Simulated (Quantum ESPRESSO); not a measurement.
## GaP (F-43m): zone-centre phonons

Which modes does GaP (F-43m) have at the zone centre?

Method: DFT LDA, scalar-relativistic, plane waves, PseudoDojo norm-conserving pseudopotentials, in Quantum ESPRESSO 7.5.

The experiments to compare with:

“Temperature dependence of the optical phonon reflection band in GaP” (2021, arxiv:2105.06662) quotes from earlier work for GaP, zinc blende (literature value (Ref. 21), 300 K): Raman mode (TO at Gamma) 367.3 cm⁻¹; infrared mode (TO at Gamma) 366.3 ± 0.3 cm⁻¹.

Report form: the programs' logs are mostly left out.

## Step 1: The structure

The structure is cubic, space group F-43m (No. 216). Conventional cell: a = 5.451 Å, b = 5.451 Å, c = 5.451 Å, α = 90.00°, β = 90.00°, γ = 90.00°. Nearest to Ga lie 4 P at 2.36 Å. P has 4 Ga at 2.36 Å nearest. Farther neighbours are not listed.

## Step 2: A first look

A cheap run with smearing and empty bands tells whether the crystal has a gap, which decides between fixed occupations and smearing later on.

The input, probe.in:

```
&CONTROL
  calculation = 'scf'
  prefix      = 'x'
  outdir      = './tmp'
  pseudo_dir  = './pseudo'
  tprnfor     = .true.
  tstress     = .true.
  verbosity   = 'high'
/
&SYSTEM
  ibrav       = 2
  celldm(1)   = 10.29995224
  nat         = 2
  ntyp        = 2
  ecutwfc     = 88.0
  occupations = 'smearing'
  smearing    = 'gaussian'
  degauss     = 0.01
/
&ELECTRONS
  conv_thr         = 1.0d-07
  mixing_beta      = 0.7
  electron_maxstep = 100
/
ATOMIC_SPECIES
 Ga     69.7230  Ga.upf
 P      30.9738  P.upf
ATOMIC_POSITIONS crystal
 Ga     0.000000000   0.000000000   0.000000000
 P      0.250000000   0.250000000   0.250000000
K_POINTS automatic
 6 6 6 0 0 0
```

On the command line:

```bash
$ OMP_NUM_THREADS=1 mpirun -n 4 pw.x -nk 4 -in probe.in > probe.out
```

Run time: 3.4 s. Hardware: 4 MPI ranks of Intel Xeon Platinum 8488C (Sapphire Rapids), shared host.

This step gave:

```yaml
volume_per_atom: 20.24 Å³
pressure: -2.889 GPa
gap_on_the_k_mesh: 1.498 eV
```

A gap of 1.5 eV opens on this mesh, so the crystal is taken as an insulator; the start stands at -2.9 GPa.

## Step 3: Relaxing the cell and atoms

The relaxation runs at a cutoff a fifth above that of the response, since stress converges more slowly with the basis than frequencies do. Forces and stress are brought to rest with tight thresholds.

The input, relax.in:

```
&CONTROL
  calculation   = 'vc-relax'
  prefix        = 'x'
  outdir        = './tmp'
  pseudo_dir    = './pseudo'
  tprnfor       = .true.
  tstress       = .true.
  forc_conv_thr = 2.0d-05
  etot_conv_thr = 1.0d-07
  nstep         = 40
/
&SYSTEM
  ibrav       = 2
  celldm(1)   = 10.29995224
  nat         = 2
  ntyp        = 2
  ecutwfc     = 106
  occupations = 'fixed'
  nbnd        = 11
/
&ELECTRONS
  conv_thr         = 1.0d-11
  mixing_beta      = 0.7
  electron_maxstep = 100
/
&IONS
/
&CELL
  press_conv_thr = 0.2
/
ATOMIC_SPECIES
 Ga     69.7230  Ga.upf
 P      30.9738  P.upf
ATOMIC_POSITIONS crystal
 Ga     0.000000000   0.000000000   0.000000000
 P      0.250000000   0.250000000   0.250000000
K_POINTS automatic
 8 8 8 0 0 0
```

On the command line:

```bash
$ OMP_NUM_THREADS=1 mpirun -n 4 pw.x -nk 4 -in relax.in > relax.out
```

Elapsed: 32 s, on 4 MPI ranks; 2.1 min of CPU time.

Step by step:

```
step  energy less that of the first step (eV)  largest force (eV/Å)  pressure (GPa)  volume (Å³)
   1                                   0.0000                0.0000           -2.92        40.48
   2                                  -0.0087                0.0000           -1.73        39.88
   3                                  -0.0131                0.0000            0.12        39.04
   4                                  -0.0131                0.0000            0.00        39.09
   5                                  -0.0131                0.0000            0.00        39.09
   6                                  -0.0130                0.0000            0.00        39.09
```

| conventional cell, symmetrised | before | after | change |
| --- | --- | --- | --- |
| a (Å) | 5.451 | 5.387 | -1.2 % |
| b (Å) | 5.451 | 5.387 | -1.2 % |
| c (Å) | 5.451 | 5.387 | -1.2 % |
| volume (Å³/atom) | 20.24 | 19.54 | -3.4 % |

Final coordinates:

```xyz
2
Lattice="-2.6937 0.0000 2.6937 0.0000 2.6937 2.6937 -2.6937 2.6937 0.0000" Properties=species:S:1:pos:R:3 pbc="T T T"
Ga    0.0000    0.0000    0.0000
P    -1.3468    1.3468    1.3468
```

The last row of the table of steps is pw.x's closing run on a basis chosen anew for the final cell, so its energy can jump.

Numbers from this step:

```yaml
volume_per_atom: 19.54 Å³
pressure: 0 GPa
gap_on_the_k_mesh: 1.438 eV
```

The volume changes by -3.4 % from the cell with which this run began.

## Step 4: Self-consistent run for the response

The response is built on this ground state, so it is converged far tighter than an energy would need. With a gap, occupations are fixed, which also allows the response to an electric field.

The input, scf.in:

```
&CONTROL
  calculation = 'scf'
  prefix      = 'x'
  outdir      = './tmp'
  pseudo_dir  = './pseudo'
  tprnfor     = .true.
  tstress     = .true.
/
&SYSTEM
  ibrav       = 2
  celldm(1)   = 10.18056104
  nat         = 2
  ntyp        = 2
  ecutwfc     = 88.0
  occupations = 'fixed'
  nbnd        = 11
/
&ELECTRONS
  conv_thr         = 1.0d-12
  mixing_beta      = 0.7
  electron_maxstep = 100
/
ATOMIC_SPECIES
 Ga     69.7230  Ga.upf
 P      30.9738  P.upf
ATOMIC_POSITIONS crystal
 Ga     0.000000000   0.000000000   0.000000000
 P      0.250000000   0.250000000   0.250000000
K_POINTS automatic
 8 8 8 0 0 0
```

On the command line:

```bash
$ OMP_NUM_THREADS=1 mpirun -n 4 pw.x -nk 4 -in scf.in > scf.out
```

Elapsed: 6.6 s, on 4 MPI ranks; 26 s of CPU time.

This step gave:

| Quantity | Value |
| --- | --- |
| pressure | 0.001 GPa |

The cell stands at 0.001 GPa, close enough for phonons.

## Step 5: Linear response at Γ

At q = 0 one unit cell holds all displacements; symmetry groups them into irreducible representations that are solved one by one. The response to a field gives ε∞ and the Born charges, which polar modes need.

The input, ph.in:

```
phonons
&INPUTPH
  prefix = 'x'
  outdir = './tmp'
  fildyn = 'g.dyn'
  tr2_ph = 1.0d-18
  epsil  = .true.
/
0.000000000000 0.000000000000 0.000000000000
```

On the command line:

```bash
$ OMP_NUM_THREADS=1 mpirun -n 4 ph.x -nk 4 -in ph.in > ph.out
```

The job ended after 2.2 min (4 MPI ranks).

This step gave:

* miss of the charge sum rule: 0.1193 e
* largest acoustic frequency at the zone centre before the sum rule: 3.14 cm⁻¹
* highest optical zone-centre mode (no LO-TO term): 365.3 cm⁻¹
* lowest optical zone-centre mode: 365.3 cm⁻¹
* mean high-frequency dielectric constant: 11.59
* largest Born charge in size (third of the trace): 2.160 e

Born charge (rows field, columns displacement), before the sum rule (e), principal values of the symmetric part by kind of site:

| atom | atoms with these values | low | middle | high | mean |
| --- | --- | --- | --- | --- | --- |
| Ga1 | 1 | 2.04 | 2.04 | 2.04 | 2.04 |
| P2 | 1 | -2.16 | -2.16 | -2.16 | -2.16 |

In full for P2:

```
-2.16  0.00  0.00
 0.00 -2.16  0.00
 0.00  0.00 -2.16
```

High-frequency dielectric tensor:

```
11.59  0.00  0.00
 0.00 11.59  0.00
 0.00  0.00 11.59
```

The acoustic modes at Γ come out as far as 3.1 cm⁻¹ from zero, where they should vanish, a small numerical error; the Born charges miss their sum rule by 0.12 e, too much: mesh or cutoff is short for the field response.

## Step 6: Zone-centre analysis

A rigid shift of the crystal must cost nothing, but grids and finite bases break this; the acoustic sum rule is imposed before the matrix is diagonalised again. With Born charges the intensities follow, and the static dielectric tensor.

The input, dynmat.in:

```
&INPUT
  fildyn = 'g.dyn'
  asr    = 'simple'
  fileig = 'dynmat.eig'
  lperm  = .true.
/
```

On the command line:

```bash
$ dynmat.x -in dynmat.in > dynmat.out
```

The job ended after 0.64 s (1 thread).

Read from the output:

```
mean static dielectric constant : 13.53
```

Unit eigenvectors of the mass-weighted matrix after the sum rule; no LO-TO term. Modes at Γ, with each element's share of the kinetic energy:

```csv
mode,frequency (cm⁻¹),symmetry,Ga %,P %
1,0.0,acoustic,69,31
2,0.0,acoustic,69,31
3,0.0,acoustic,69,31
4,365.3,T2,31,69
5,365.3,T2,31,69
6,365.3,T2,31,69
```

Displacements in mode 6 (365.3 cm⁻¹), the largest set to 1:
```
Ga1  0.00  0.00 -0.44
P2   0.00  0.00  1.00
```

Degenerate modes summed, no LO-TO term. Lines of the infrared spectrum (strongest = 100):

```csv
position (cm⁻¹),lines merged,label,"IR intensity, relative"
365,3,T2,100
```

Static dielectric tensor (ions relaxed, fixed cell):

```
13.53  0.00  0.00
 0.00 13.53  0.00
 0.00  0.00 13.53
```

The rule moves no optical mode by more than 0.1 cm⁻¹.

## Step 7: Modes along a direction of q (1 0 0)

A longitudinal polar mode sets up a macroscopic field that stiffens it; the term hangs on the direction from which q goes to zero.

The input, dynmat.in:

```
&INPUT
  fildyn = 'g.dyn'
  asr    = 'simple'
  fileig = 'dynmat.eig'
  q(1)   = 1.0
  q(2)   = 0.0
  q(3)   = 0.0
/
```

On the command line:

```bash
$ dynmat.x -in dynmat.in > dynmat.out
```

It took 0.62 s on 1 thread.

Numbers from this step:

| Item | Value |
| --- | --- |
| highest mode moved by the LO-TO term | 394.7 cm⁻¹ |

Zone-centre frequencies as printed; negative means imaginary. Modes:

| mode | frequency (cm⁻¹) |
| --- | --- |
| 1 | 0 |
| 2 | 0 |
| 3 | 0 |
| 4 | 365.3 |
| 5 | 365.3 |
| 6 | 394.7 |

The field moves one mode, from 365 to 395 cm⁻¹; the others stay.

## Step 8: What came out

* space group after relaxation: F-43m
* volume per atom: 19.5 Å³
* gap on the k-mesh: 1.44 eV
* highest optical zone-centre mode (no LO-TO term): 365.3 cm⁻¹
* highest mode moved by the LO-TO term (probably not converged in the k mesh): 394.7 cm⁻¹
* mean high-frequency dielectric constant (probably not converged in the k mesh): 11.6
* largest Born charge in size (third of the trace) (probably not converged in the k mesh): 2.16 e
* mean static dielectric constant (probably not converged in the k mesh): 13.5
* imaginary optical modes at the zone centre (no q mesh in this session): none

In words: At the LDA level the optical modes of GaP (F-43m) at the zone centre (no LO-TO term) lie at 365 cm⁻¹. Along the directions run, the highest mode that the macroscopic field moves lies at 395 cm⁻¹. Lattice motion raises the mean dielectric constant from 11.59 to 13.53. The Born charges miss their sum rule by 0.12 e, a sign that the k mesh or the cutoff is short for the field response. ε∞, the Born charges and what follows from them are probably not converged in the k mesh. The Lyddane-Sachs-Teller relation holds: (ωLO/ωTO)² is 1.17 and ε₀/ε∞ is 1.17. These are harmonic frequencies at zero temperature: anharmonic shifts and linewidths and thermal expansion are left out.

Computed beside measured:

```
                         quantity  measured  LDA PseudoDojo norm-conserving, Quantum ESPRESSO
   Raman mode, TO at Gamma (cm⁻¹)     367.3                                      365 (-0.5 %)
infrared mode, TO at Gamma (cm⁻¹)     366.3                                      365 (-0.3 %)
```

Measured values from arxiv:2105.06662 (2021).

Verdict: The Raman mode is off by -0.5 %: good agreement. The infrared mode is off by -0.3 %: good agreement. The grades are ours: good and fair within 3 and 7 % for the Raman mode and 3 and 7 % for the infrared mode. For Raman mode and infrared mode the calculation has a static lattice, without zero-point motion or thermal expansion (measured at up to 300 K). Limits of convergence are named above.

[Host names and launcher messages were left out of these logs when they were recorded.]

[Logs are printed without paths, hosts, clocks, repeated set-up lines and the standing remarks that a program may print on its own settings, such as how far it seeks lower states.]

[Hosts, paths, dates, database ids (printed as entryN), source tags and the programs' standing remarks are cut or masked in the printed files.]
